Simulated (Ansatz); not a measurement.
# Y on Co(0001): change of the work function, part 2 of 2

Wanted: Δφ(θ) for Y/Co(0001), starting from the fcc site.

Ansatz 0.2.0; plane-wave DFT, PBE, Ansatz PAW.

So far, work function, upper face (eV): step 2 (the clean slab) 4.93; step 3 (37 atoms, coverage 0.111 ML, cell 3x3) 2.58.

### 4. Adsorbate added, k-mesh 6×6×1, coverage 0.25 ML

System of this step: Y/Co(0001). The cell holds 17 atoms: 16 Co and 1 Y. Cell: a = 5.020 Å, b = 5.020 Å, c = 26.941 Å, α = 90.0°, β = 90.0°, γ = 60.0°. Vacuum lies along c.

Another coverage, to see how the dipoles act on each other as their distance changes.

The input, input.yaml:

```yaml
crystal:
  lattice:
    - [5.02, 0.0, 0.0]
    - [2.51, 4.347447527, 0.0]
    - [0.0, 0.0, 26.9408345864]
  atoms:
    - { symbol: Co, position: [0.3333333333, 0.3333333333, 0.3340653747], spin: 1.82 }
    - { symbol: Co, position: [0.0, 0.0, 0.4096239099], spin: 1.76 }
    - { symbol: Co, position: [0.3333333333, 0.3333333333, 0.4855460971], spin: 1.74 }
    - { symbol: Co, position: [0.0, 0.0, 0.5577570731], spin: 1.79 }
    - { symbol: Co, position: [0.3333333333, 0.8333333333, 0.3340653747], spin: 1.82 }
    - { symbol: Co, position: [0.0, 0.5, 0.4096239099], spin: 1.76 }
    - { symbol: Co, position: [0.3333333333, 0.8333333333, 0.4855460971], spin: 1.74 }
    - { symbol: Co, position: [0.0, 0.5, 0.5577570731], spin: 1.79 }
    - { symbol: Co, position: [0.8333333333, 0.3333333333, 0.3340653747], spin: 1.82 }
    - { symbol: Co, position: [0.5, 0.0, 0.4096239099], spin: 1.76 }
    - { symbol: Co, position: [0.8333333333, 0.3333333333, 0.4855460971], spin: 1.74 }
    - { symbol: Co, position: [0.5, 0.0, 0.5577570731], spin: 1.79 }
    - { symbol: Co, position: [0.8333333333, 0.8333333333, 0.3340653747], spin: 1.82 }
    - { symbol: Co, position: [0.5, 0.5, 0.4096239099], spin: 1.76 }
    - { symbol: Co, position: [0.8333333333, 0.8333333333, 0.4855460971], spin: 1.74 }
    - { symbol: Co, position: [0.5, 0.5, 0.5577570731], spin: 1.79 }
    - { symbol: "Y", position: [0.1666666667, 0.1666666667, 0.6659346253] }
magnetization:
  spin_polarized: true
kpoints:
  mp_grid: { grid: [6, 6, 1] }
hamiltonian:
  xc: pbe
scf:
  occupations: { method: fermi_dirac, width: 0.1 }
  convergence: { dr2_threshold: 1.0e-08 }
efield:
  axis: 3
  dipole_correction: true
  ramp_position: 0.97
  ramp_width: 0.06
relax:
  f_tol: 0.02
  max_steps: 60
  constraints: [{ sites: [0, 1, 4, 5, 8, 9, 12, 13] }]
output:
  dos: { projected: true, e_range: [-8, 4] }
  write_potential: true
  write_density: true
  volumetric_format: npy
  elf: true
```

On the command line:

```bash
$ ansatz run input.yaml --threads 4 --pin off --max-ram 16384MiB --backend cpu --events-out ev --progress --plain --runs-dir out
```

It took 2.9 min on 4 threads of AMD EPYC 9R45, shared host; peak memory 3.3 GiB.

Step by step:

| step | energy less that of the first step (eV) | largest force component (eV/Å) |
| --- | --- | --- |
| 1 | 0.0000 | 2.1358 |
| 2 | -0.4660 | 2.1576 |
| 3 | -0.8990 | 1.8996 |
| 4 | -1.2403 | 1.0944 |
| 5 | -1.3670 | 0.2427 |
| 6 | -1.3981 | 0.1547 |
| 7 | -1.3970 | 0.1417 |
| 8 | -1.4017 | 0.0071 |

Relaxation step 7 was tried and not accepted.

The run keeps the 6 symmetry operations that it works with, so distortions that break them were not tested.

The atoms that moved most (Å):

| atom | dx | dy | dz | length |
| --- | --- | --- | --- | --- |
| Y17 | 0.000 | 0.000 | -0.835 | 0.835 |
| Co16 | 0.000 | 0.000 | 0.171 | 0.171 |
| Co15 | 0.000 | 0.000 | -0.069 | 0.069 |
| Co12 | 0.044 | -0.025 | -0.016 | 0.053 |
| Co4 | -0.044 | -0.025 | -0.016 | 0.053 |
| Co8 | 0.000 | 0.050 | -0.016 | 0.053 |
| Co7 | 0.000 | -0.013 | 0.005 | 0.014 |
| Co11 | -0.011 | 0.006 | 0.005 | 0.014 |

Final coordinates:

```
Co Y
1.0
     5.02000    0.00000    0.00000
     2.51000    4.34745    0.00000
     0.00000    0.00000   26.94083
Co Y
16 1
Direct
  0.33333 0.33333 0.33407
  0.00000 0.00000 0.40962
  0.33482 0.33482 0.48572
  0.99421 0.99421 0.55715
  0.33333 0.83333 0.33407
  0.00000 0.50000 0.40962
  0.33482 0.83037 0.48572
  0.99421 0.51158 0.55715
  0.83333 0.33333 0.33407
  0.50000 0.00000 0.40962
  0.83037 0.33482 0.48572
  0.51158 0.99421 0.55715
  0.83333 0.83333 0.33407
  0.50000 0.50000 0.40962
  0.83333 0.83333 0.48298
  0.50000 0.50000 0.56409
  0.16667 0.16667 0.63494
```

Numbers from this step:

```yaml
energy_at_zero_smearing: -85861.8811 eV
total_moment: 26.10 μB
work_function_upper_face: 2.489 eV
work_function_lower_face: 4.981 eV
dipole_along_the_normal: 0.3006 e·Å
step_between_the_vacuum_levels: -2.492 eV
```

Running mean over 2.03561 Å of the planar mean; the ramp of the sawtooth is left out. Electron's electrostatic potential energy less the Fermi level against z:

| z (Å) | electron's electrostatic potential energy less the Fermi level (eV) |
| --- | --- |
| 3.5 | 4.98 |
| 4.0 | 4.98 |
| 4.5 | 4.98 |
| 5.0 | 4.98 |
| 5.5 | 4.96 |
| 6.0 | 4.92 |
| 6.5 | 4.76 |
| 7.0 | 4.20 |
| 7.5 | 1.90 |
| 8.0 | -3.46 |
| 8.5 | -8.56 |
| 9.0 | -10.3 |
| 9.5 | -10.5 |
| 10.0 | -10.5 |
| 10.5 | -10.5 |
| 11.0 | -10.6 |
| 11.5 | -10.6 |
| 12.0 | -10.6 |
| 12.5 | -10.6 |
| 13.0 | -10.6 |
| 13.5 | -10.9 |
| 14.0 | -11.0 |
| 14.5 | -10.8 |
| 15.0 | -10.5 |
| 15.5 | -9.83 |
| 16.0 | -7.12 |
| 16.5 | -4.07 |
| 17.0 | -3.15 |
| 17.5 | -2.86 |
| 18.0 | -1.56 |
| 18.5 | 0.264 |
| 19.0 | 1.52 |
| 19.5 | 2.06 |
| 20.0 | 2.30 |
| 20.5 | 2.41 |
| 21.0 | 2.45 |
| 21.5 | 2.47 |
| 22.0 | 2.48 |
| 22.5 | 2.49 |
| 23.0 | 2.49 |
| 23.5 | 2.49 |

The density of states has structure finer than the step of the table below, so its rows give means over 0.25 eV, whole bins alone (the curve runs from -8 to 1.98 eV). Peaks (eV: height): total -2.560: 50.4, -2.500: 57.0, -2.290: 52.1, -1.590: 54.1, -1.530: 51.7, -1.050: 64.0, -0.870: 73.9; up -2.500: 39.3, -2.440: 38.8, -1.590: 35.8, -1.290: 33.9, -1.110: 34.5, -1.050: 40.1, -0.870: 50.9; down -1.530: 30.4, -0.930: 37.5, -0.810: 31.7, -0.510: 31.5, -0.030: 32.6, 0.900: 36.5, 1.140: 32.7.

Table of density of states by energy, zero at the Fermi level; means over each step; values in states/eV a cell:

| energy (eV) | total | up | down |
| --- | --- | --- | --- |
| -7.75 | 0.938 | 0.472 | 0.466 |
| -7.50 | 0.906 | 0.462 | 0.444 |
| -7.25 | 1.12 | 0.600 | 0.522 |
| -7.00 | 2.35 | 1.26 | 1.08 |
| -6.75 | 2.13 | 1.02 | 1.11 |
| -6.50 | 1.83 | 1.01 | 0.826 |
| -6.25 | 2.01 | 1.01 | 1.01 |
| -6.00 | 2.57 | 1.75 | 0.819 |
| -5.75 | 3.33 | 1.55 | 1.77 |
| -5.50 | 2.87 | 1.70 | 1.17 |
| -5.25 | 4.71 | 3.22 | 1.50 |
| -5.00 | 7.76 | 6.69 | 1.08 |
| -4.75 | 11.6 | 7.95 | 3.69 |
| -4.50 | 14.2 | 11.6 | 2.58 |
| -4.25 | 17.4 | 15.3 | 2.04 |
| -4.00 | 18.1 | 10.7 | 7.45 |
| -3.75 | 18.5 | 13.9 | 4.64 |
| -3.50 | 27.7 | 18.4 | 9.24 |
| -3.25 | 20.1 | 10.8 | 9.30 |
| -3.00 | 29.7 | 20.3 | 9.33 |
| -2.75 | 31.1 | 21.6 | 9.47 |
| -2.50 | 41.1 | 29.7 | 11.4 |
| -2.25 | 44.0 | 22.9 | 21.1 |
| -2.00 | 27.9 | 18.8 | 9.10 |
| -1.75 | 29.3 | 19.0 | 10.2 |
| -1.50 | 42.2 | 21.9 | 20.3 |
| -1.25 | 40.4 | 23.0 | 17.4 |
| -1.00 | 52.5 | 27.7 | 24.8 |
| -0.75 | 45.7 | 23.9 | 21.8 |
| -0.50 | 22.6 | 4.21 | 18.3 |
| -0.25 | 19.3 | 4.78 | 14.5 |
| 0.00 | 16.7 | 3.94 | 12.8 |
| 0.25 | 18.2 | 2.57 | 15.6 |
| 0.50 | 19.8 | 3.08 | 16.7 |
| 0.75 | 23.1 | 3.04 | 20.1 |
| 1.00 | 31.8 | 4.91 | 26.9 |
| 1.25 | 22.3 | 6.23 | 16.1 |
| 1.50 | 11.3 | 3.09 | 8.26 |
| 1.75 | 8.76 | 3.15 | 5.62 |

Projected DOS per atom over height of the atomic layer and energy from the Fermi level. Layers: Co4 Co4 Co4 Co4 Y from below.

Ten even steps from '0' (0.01 states/eV) to '9' (3.37 states/eV), each cell a mean:
```
00019
23327
45434
32234
32333
44442
98871
76573
54463
86682
55561
34430
33330
23320
12310
01110
00000
00000
00000
00000
00000
00000
```
Columns: height of the atomic layer (Å) from 9 to 17.1; rows upwards: energy from the Fermi level (eV) from -7.96 to 1.95.

Projected DOS per atom, spin up over height of the atomic layer and energy from the Fermi level. Layers: Co4 Co4 Co4 Co4 Y from below.

Ten even steps from '0' (0.00 states/eV) to '9' (1.94 states/eV), each cell a mean:
```
00007
00008
00005
00003
11112
11221
69861
86561
74561
97781
86681
34440
44440
35430
24420
12210
00000
00000
00000
00000
00000
00000
```
Columns: height of the atomic layer (Å) from 9 to 17.1; rows upwards: energy from the Fermi level (eV) from -7.96 to 1.95.

Projected DOS per atom, spin down over height of the atomic layer and energy from the Fermi level. Layers: Co4 Co4 Co4 Co4 Y from below.

Ten even steps from '0' (0.00 states/eV) to '9' (1.97 states/eV), each cell a mean:
```
10119
35435
78753
63453
43443
65542
95662
54463
22243
44442
12320
23320
12210
01110
01100
00000
00000
00000
00000
00000
00000
00000
```
Columns: height of the atomic layer (Å) from 9 to 17.1; rows upwards: energy from the Fermi level (eV) from -7.96 to 1.95.

Site moment by atom:

| atom | site moment (μB) |
| --- | --- |
| Co1 | 1.83 |
| Co2 | 1.76 |
| Co3 | 1.72 |
| Co4 | 1.47 |
| Co5 | 1.83 |
| Co6 | 1.76 |
| Co7 | 1.72 |
| Co8 | 1.47 |
| Co9 | 1.83 |
| Co10 | 1.76 |
| Co11 | 1.72 |
| Co12 | 1.47 |
| Co13 | 1.84 |
| Co14 | 1.76 |
| Co15 | 1.75 |
| Co16 | 1.79 |
| Y17 | -0.15 |

Spin density in the ca plane at fractional y = 0.000, with atoms of Co within 0.2 Å of it.

Ten even steps from '0' (0.0 e/Å³) to '9' (5.5 e/Å³), each cell a mean:
```
00000001520000000025100000000000000000000000
00000000000000000000000000000000000000000000
00000000000000000000000000000000000000000000
00000000000000000000000000000000000000000000
00000000000000000000000000000000000000000000
00000001520000000025100000000000000000000000
00000003940000000037200000000000000000000000
00000000110000000001000000000000000000000000
00000000000000000000000000000000000000000000
00000000000000000000000000000000000000000000
00000000000000000000000000000000000000000000
00000000110000000001000000000000000000000000
00000003940000000037200000000000000000000000
```
Columns run along c (16.0 Å, from fractional 0.30 to 0.90 of the cell), rows up along a (5.0 Å). Atoms in or near the plane, at fractional coordinates: Co at (0.41, 0.00), Co at (0.56, 0.99), Co at (0.41, 0.50), Co at (0.56, 0.51).

ELF in the ca plane at fractional y = 0.000, with atoms of Co within 0.2 Å of it. It is the smooth field of the valence electrons, not physical close to the nuclei.

Ten even steps from '0' (0.00) to '9' (0.97), each cell a mean:
```
33323226962232232279622321000111000000000000
22112212321221122123212332111110000000000000
11221222222212212222223332211110000000000000
11221222222212212222223332211110000000000000
22112212321221122123212332111110000000000000
33323226962232232279622321000111000000000000
44333227983233332289722210000111100000000000
32222214642222222245322234210112110000000000
11111221112211112211222378631112110000000000
11221232223212212322332588741112210000000000
11111221112211112211222378631112110000000000
32222214642222222245322234210112110000000000
44333227983233332289722210000111100000000000
```
Columns run along c (16.0 Å, from fractional 0.30 to 0.90 of the cell), rows up along a (5.0 Å). Atoms in or near the plane, at fractional coordinates: Co at (0.41, 0.00), Co at (0.56, 0.99), Co at (0.41, 0.50), Co at (0.56, 0.51).

Valence density in the ca plane at fractional y = 0.000, with atoms of Co within 0.2 Å of it. It is the smooth field of the valence electrons, not physical close to the nuclei.

Ten steps, logarithmic in the rise over the least value, from '0' (0 e/Å³) to '9' (41 e/Å³), each cell a mean:
```
00111126873111111379630000000000000000000000
01111113431111111134310000000000000000000000
01221111111112211111100000000000000000000000
01221111111112211111100000000000000000000000
01111113431111111134310000000000000000000000
00111126873111111379630000000000000000000000
00111137984111111489731000000000000000000000
01111125652111111246421111000000000000000000
01221111211112211112111122200000000000000000
01331111111112321111111233210000000000000000
01221111211112211112111122200000000000000000
01111125652111111246421111000000000000000000
00111137984111111489731000000000000000000000
```
Columns run along c (16.0 Å, from fractional 0.30 to 0.90 of the cell), rows up along a (5.0 Å). Atoms in or near the plane, at fractional coordinates: Co at (0.41, 0.00), Co at (0.56, 0.99), Co at (0.41, 0.50), Co at (0.56, 0.51).

The relaxation took 8 steps and lowered the energy by 1.4 eV; the largest force on the free atoms ends at 0.0071 eV/Å.

By hand: a sheet of dipoles makes a step −p/(ε₀A) in the electron's potential. With e/ε₀ = 180.95 V·Å, p = 0.3006 e·Å and A = 21.82 Å², that is −180.95 × (0.3006) / 21.82 = -2.492 eV, and the two vacuum levels of the run differ by -2.492 eV.

The covered face has 2.49 eV, -2.44 eV against the clean one; the bare back face has moved by -0.01 eV, a measure of how thin the slab is.

### 5. Work function against coverage

This step: plane-wave DFT, PBE, Ansatz PAW; work function against coverage (Ansatz 0.2.0).

The runs are now put side by side.

Numbers from this step:

```
work function of the clean face     : 4.925 eV
largest change of the work function : -2.436 eV
```

The work function of the covered face by coverage:

| coverage (adsorbates/nm²) | work function of the covered face (eV) |
| --- | --- |
| 0.00 | 4.93 |
| 2.04 | 2.58 |
| 4.58 | 2.49 |

The dipole per adsorbate comes from the change of the cell's dipole. Coverage, by row:

| coverage (1/nm²) | coverage (ML) | work function (eV) | change (eV) | dipole per adsorbate, positive end outwards (debye) | mean height of the added atoms over the highest substrate atom (Å) |
| --- | --- | --- | --- | --- | --- |
| 2.036 | 0.1111 | 2.579 | -2.346 | 3.035 | 2.003 |
| 4.582 | 0.25 | 2.489 | -2.436 | 1.407 | 1.909 |

### 6. What came out

```
work function of the clean face                        : 4.93 eV
work function at 0.11 ML                               : 2.58 eV
work function at 0.25 ML                               : 2.49 eV
dipole per adsorbate at 0.11 ML, positive end outwards : 3.04 D
```

In words: Y lowers the work function of Co(0001) at the lowest coverage, by 2.35 eV: the adsorbate layer has its positive end outwards. The slab has 4 layers, at the tabulated experimental lattice constant, one starting site was run, and quantum-size effects of a slab this thin can reach one or two tenths of an eV. The magnetic order is the one reached from the typed start; other orders were not compared.

[Logs are printed without paths, hosts, clocks, repeated set-up lines and the standing remarks that a program may print on its own settings, such as how far it seeks lower states.]

[Hosts, paths, dates, database ids (printed as entryN), source tags and the programs' standing remarks are cut or masked in the printed files.]

[Maps of the electrostatic potential energy from Ansatz leave out the sawtooth potential of an applied field or a dipole correction, so their vacuum need not be flat; planar profiles and work functions include it.]
